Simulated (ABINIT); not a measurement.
# A GW chain in ABINIT: SiC (F-43m), part 3 of 3

How does a plane-wave GW calculation on SiC (F-43m) run from the first input to the gap?

ABINIT 10.8.3; PBE and many-body steps on it, plane waves. Known limits of the many-body steps: not at the basis limit.

So far. Step 4 (Empty states on the mesh, 6×6×6 mesh, 107 bands): On this mesh the gap is 1.361 eV. Step 5 (Screening, 6×6×6 mesh, 99 bands, screening to 217.7 eV): Local fields lower ε∞ by 9 %.

### 6. Self-energy, 6×6×6 mesh, 99 bands, screening to 217.7 eV

The self-energy is evaluated for the states that the input lists, and the levels follow from it, in one-shot runs by the linearised quasiparticle equation.

This step: G0W0 on PBE, plane waves, norm-conserving pseudopotentials.

The input, run.abi:

```
acell 3*1.0 Angstrom
rprim 
  -0.000000000000 2.179000000000 2.179000000000
  2.179000000000 -0.000000000000 2.179000000000
  2.179000000000 2.179000000000 -0.000000000000
ntypat 2
znucl 14 6
natom 2
typat 1 2
xred 
  0.000000000000 0.000000000000 0.000000000000
  0.250000000000 0.250000000000 0.250000000000
pp_dirpath "pseudos"
pseudos "Si.upf, C.upf"
ecut 37
ngkpt 6 6 6
nshiftk 1
shiftk 0 0 0
kptopt 1
chksymbreak 0
istwfk *1
occopt 1
irdwfk 1
optdriver 4
nband 99
gwcalctyp 0
ecutsigx 37
symsigma 1
nkptgw 2
kptgw 
  0.0000000000 0.0000000000 0.0000000000
  0.5000000000 0.5000000000 0.0000000000
bdgw 
  2 8
  3 6
ecuteps 8
irdscr 1
ppmodel 1
indata_prefix "in"
outdata_prefix "out"
tmpdata_prefix "tmp"
```

On the command line:

```console
> OMP_NUM_THREADS=1 mpirun -n 8 abinit run.abi > log
```

Numbers of over 12 decimals in the logs are rounded to 6 here.

Log:

```text
.Version 10.8.3 of ABINIT. v10.8.2 released Aug 2026.

 Symmetries : space group F-4 3 m (#216); Bravais cF (face-center cubic)
[... echo of the input left out ...]
== DATASET  1 ==================================================================
-   mpi_nproc: 8, omp_nthreads: 1 (-1 if OMP is not activated)

--- !DatasetInfo
iteration_state: {dtset: 1, }
dimensions: {natom: 2, nkpt: 16, mband: 99, nsppol: 1, nspinor: 1, nspden: 1, mpw: 1524, }
cutoff_energies: {ecut:  37.0, pawecutdg:  -1.0, }
electrons: {nelect:   8.00000000E+00, charge:   0.00000000E+00, occopt:   1.00000000E+00, tsmear:   1.00000000E-02, }

 SIGMA: Calculation of the GW corrections

 Based on a program developped by R.W. Godby, V. Olevano, G. Onida, and L. Reining.
 Incorporated in ABINIT by V. Olevano, G.-M. Rignanese, and M. Torrent.
.Using double precision arithmetic ; gwpc =  8

[... cell and pseudopotentials left out ...]
--------------------------------------------------------------------------------

 ==== K-mesh for the wavefunctions ====
 Number of points in the irreducible wedge :    16
[... list of points left out ...]
 Together with 24 symmetry operations and time-reversal symmetry
 yields   216 points in the full Brillouin Zone.

 ==== Q-mesh for screening function ====
 Number of points in the irreducible wedge :    16
[... list of points left out ...]
 Together with 24 symmetry operations and time-reversal symmetry
 yields   216 points in the full Brillouin Zone.

 vcoul_init : cutoff-mode = AUXILIARY_FUNCTION
 q-points for optical limit:   1
     1)      0.000010    0.000020    0.000030
 setmesh: FFT mesh size selected  =    32x   32x   32
          total number of points  =        32768

 Number of electrons calculated from density =    8.0000; Expected =    8.0000
 average of density, n =  0.057292
 r_s =    1.6092
 omega_plasma =   23.0888 [eV]

 === KS Band Gaps ===
  >>>> For spin  1
   Minimum direct gap =   4.5530 [eV], located at k-point      :   0.5000  0.5000  0.0000
   Fundamental gap    =   1.3613 [eV], Top of valence bands at :   0.0000  0.0000  0.0000
                                       Bottom of conduction at :   0.5000  0.5000  0.0000
 SIGMA fundamental parameters:
 PLASMON POLE MODEL  1
 number of plane-waves for SigmaX                 1459
 number of plane-waves for SigmaC and W            169
 number of plane-waves for wavefunctions          1459
 number of bands                                    99
 number of independent spin polarizations            1
 number of spinorial components                      1
 number of k-points in IBZ                          16
 number of q-points in IBZ                          16
 number of symmetry operations                      24
 number of k-points in BZ                          216
 number of q-points in BZ                          216
 number of frequencies for dSigma/dE                 9
 frequency step for dSigma/dE [eV]                0.25
 number of omega for Sigma on real axis              0
 max omega for Sigma on real axis  [eV]           0.00
 zcut for avoiding poles [eV]                     0.10

 EPSILON^-1 parameters (SCR file):
 dimension of the eps^-1 matrix on file            169
 dimension of the eps^-1 matrix used               169
 number of plane-waves for wavefunctions          1459
 number of bands                                    99
 number of q-points in IBZ                          16
 number of frequencies                               2
 number of real frequencies                          1
 number of imag frequencies                          1

 matrix elements of self-energy operator (all in [eV])

 Perturbative Calculation

--- !SelfEnergy_ee
iteration_state: {dtset: 1, }
kpoint     : [   0.000,    0.000,    0.000, ]
spin       : 1
KS_gap     :    6.223
QP_gap     :    7.132
Delta_QP_KS:    0.909
data: !SigmaeeData |
     Band     E0 <VxcDFT>   SigX SigC(E0)      Z dSigC/dE  Sig(E)    E-E0       E
        2   6.835 -14.930 -17.579   1.919   0.792  -0.262 -15.508  -0.578   6.257
        3   6.835 -14.930 -17.579   1.919   0.792  -0.262 -15.508  -0.578   6.257
        4   6.835 -14.930 -17.579   1.919   0.792  -0.262 -15.508  -0.578   6.257
        5  13.058 -13.213  -7.543  -5.252   0.790  -0.266 -12.883   0.330  13.389
        6  14.146 -11.327  -5.827  -5.115   0.805  -0.241 -11.017   0.310  14.456
        7  14.146 -11.327  -5.827  -5.115   0.805  -0.241 -11.017   0.310  14.456
        8  14.146 -11.327  -5.827  -5.115   0.805  -0.241 -11.017   0.310  14.456

--- !SelfEnergy_ee
iteration_state: {dtset: 1, }
kpoint     : [   0.500,    0.500,    0.000, ]
spin       : 1
KS_gap     :    4.553
QP_gap     :    5.586
Delta_QP_KS:    1.033
data: !SigmaeeData |
     Band     E0 <VxcDFT>   SigX SigC(E0)      Z dSigC/dE  Sig(E)    E-E0       E
        3   3.643 -13.567 -17.441   2.741   0.783  -0.277 -14.454  -0.887   2.757
        4   3.643 -13.567 -17.441   2.741   0.783  -0.277 -14.454  -0.887   2.757
        5   8.196 -10.505  -6.372  -3.955   0.820  -0.220 -10.359   0.147   8.343
        6  11.168 -10.770  -5.961  -4.423   0.822  -0.216 -10.453   0.317  11.486

== END DATASET(S) ==============================================================
================================================================================

 -outvars: echo values of variables after computation  --------
           etotal      0.0000000000E+00
            nband          99
             nkpt          16
          spgroup         216
 [... the other variables as echoed above ...]

 Calculation completed.
```

The job ended after 6.7 s (8 MPI ranks of Arm Neoverse V1, shared host; peak memory 1.2 GiB).

Numbers from this step:

```
G0W0 gap on the points computed              : 2.086 eV
starting gap on the mesh                     : 1.361 eV
k of the valence top                         : 0, 0, 0
k of the conduction bottom                   : 0.5, 0.5, 0
Z at the valence top                         : 0.792
Z at the conduction bottom                   : 0.82
least direct G0W0 gap on the computed points : 5.586 eV
```

The gap on the mesh goes from 1.36 eV to 2.09 eV, a correction of +0.72 eV.

Limits: finite bands, cutoff and mesh. v1 is the top filled band, c1 the lowest empty one. The levels before and after the correction (eV, zero at the valence-band top of each column):

|  | conduction bottom | valence top |
| --- | --- | --- |
| Kohn-Sham | 1.36 | 0.00 |
| G0W0 | 2.09 | 0.00 |

|  | level | energy (eV) |
| --- | --- | --- |
| Kohn-Sham | Γ v3-v1 | 0.000 |
| Kohn-Sham | Γ c1 | 6.223 |
| Kohn-Sham | Γ c2-c4 | 7.311 |
| Kohn-Sham | (0.5 0.5 0) v2-v1 | -3.192 |
| Kohn-Sham | (0.5 0.5 0) c1 | 1.361 |
| Kohn-Sham | (0.5 0.5 0) c2 | 4.333 |
| G0W0 | Γ v3-v1 | 0.000 |
| G0W0 | Γ c1 | 7.132 |
| G0W0 | Γ c2-c4 | 8.199 |
| G0W0 | (0.5 0.5 0) v2-v1 | -3.500 |
| G0W0 | (0.5 0.5 0) c1 | 2.086 |
| G0W0 | (0.5 0.5 0) c2 | 5.229 |

### 7. Where the time went

Times are wall times on 8 MPI ranks of Arm Neoverse V1, shared host, good to a factor of about two.

| step | time | share | memory (GiB) |
| --- | --- | --- | --- |
| ground state | 3.2 s | 7 % | 0.47 |
| bands along the symmetry lines | 2.9 s | 7 % | 0.07 |
| empty states on the mesh | 8.2 s | 19 % | 1.5 |
| screening | 22 s | 51 % | 1.1 |
| self-energy | 6.7 s | 16 % | 1.2 |

### 8. Summary of results

* PBE gap: 1.36 eV, indirect
* G0W0 gap on the mesh: 2.09 eV
* GW settings: 6×6×6 mesh, 99 bands, screening to 217.7 eV, Godby-Needs plasmon pole
* known limits: not at the basis limit

**Reading.** G0W0 moves the gap on the mesh from 1.36 eV to 2.09 eV (+0.72 eV), with Z of 0.79 and 0.82 at the edges. Local fields lower the RPA ε∞ on this mesh from 7.74 to 7.08. Only 2 of the mesh's irreducible points were corrected, so a valley elsewhere could overtake. The dearest step here is «screening». Against experiment, by G0W0@PBE: the gap of 2.09 eV lies −0.30 eV from the measured 2.39 eV (kind not stated, quoted 2020); the gap of 2.09 eV lies −0.31 eV from the measured 2.4 eV (indirect, 2018). The calculation has static nuclei and no excitons; a measured gap holds zero-point and thermal motion, which mostly lowers it. Against the values above the computed gap that would widen the miss. A likelier cause is too strong a screening: the start's gap is only 1.36 eV, and one shot does not repair that. Bands and cutoff are finite, so the gap is not at the basis limit. The miss can reach some tenths of an eV and take either sign; the mesh is an error of its own. In the G0W0 run levels were corrected at 2 k points alone, so a gap called «on the mesh» is the least over those, and an edge elsewhere would be missed.

[Paths, hosts, dates, memory and timing lines, banners, echoed tables and standing remarks are left out of the program output.]

[Logs are printed without paths, hosts, clocks, repeated set-up lines and the standing remarks that a program may print on its own settings, such as how far it seeks lower states.]

[Runs of the session that timed out or met a known fault of the program may be left out.]

[No measured gap is set beside runs whose start may be inverted or whose files or cutoffs have a known fault.]

[Hosts, paths, dates, database ids (printed as entryN), source tags and the programs' standing remarks are cut or masked in the printed files.]

[G0W0 gaps are taken among the corrected bands and points alone; a level outside them can change the order at an edge.]

[Where Ansatz stands beside ABINIT at settings called matched, ABINIT's density can come from a denser mesh and the files from another edition; pairs whose starting gaps differed by over 0.03 eV were left out, so agreement reads better than it is.]
